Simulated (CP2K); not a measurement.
The C K edge of 5-vinylpyrimidine was computed by TDDFT (CP2K XAS_TDP, aug-cc-pVDZ, TDA) at these levels: PBEh(45%), PBEh(45%) + GW2X and PBEh(60%). The first three lines of C1 (bonded to C and 2 H) with a strength over 0.0015, energy in eV and strength:

| run | first | second | third |
| --- | --- | --- | --- |
| 1 | 284.60 (0.057) | 289.06 (0.010) | 289.39 (0.030) |
| 2 | 280.54 (0.048) | 284.32 (0.006) | 284.73 (0.017) |
| 3 | 286.50 (0.047) | 290.27 (0.006) | 290.68 (0.017) |

**Question.** Which run is which?

Run 1: PBEh(60%) (60 % exact exchange). Run 2: PBEh(45%) (45 % exact exchange). Run 3: PBEh(45%) + GW2X (45 % exact exchange). Self-interaction lifts the core level, so the uncorrected lines rise with the share of exact exchange. The GW2X run keeps the spacings of its parent: 3.77 eV between the first two lines in run 3, 3.78 eV in run 2. Its shift is +5.96 eV, since the Kohn–Sham level at this share of exchange lies that far above the quasiparticle level.

[Hosts, paths, dates, database ids (printed as entryN), source tags and the programs' standing remarks are cut or masked in the printed files.]
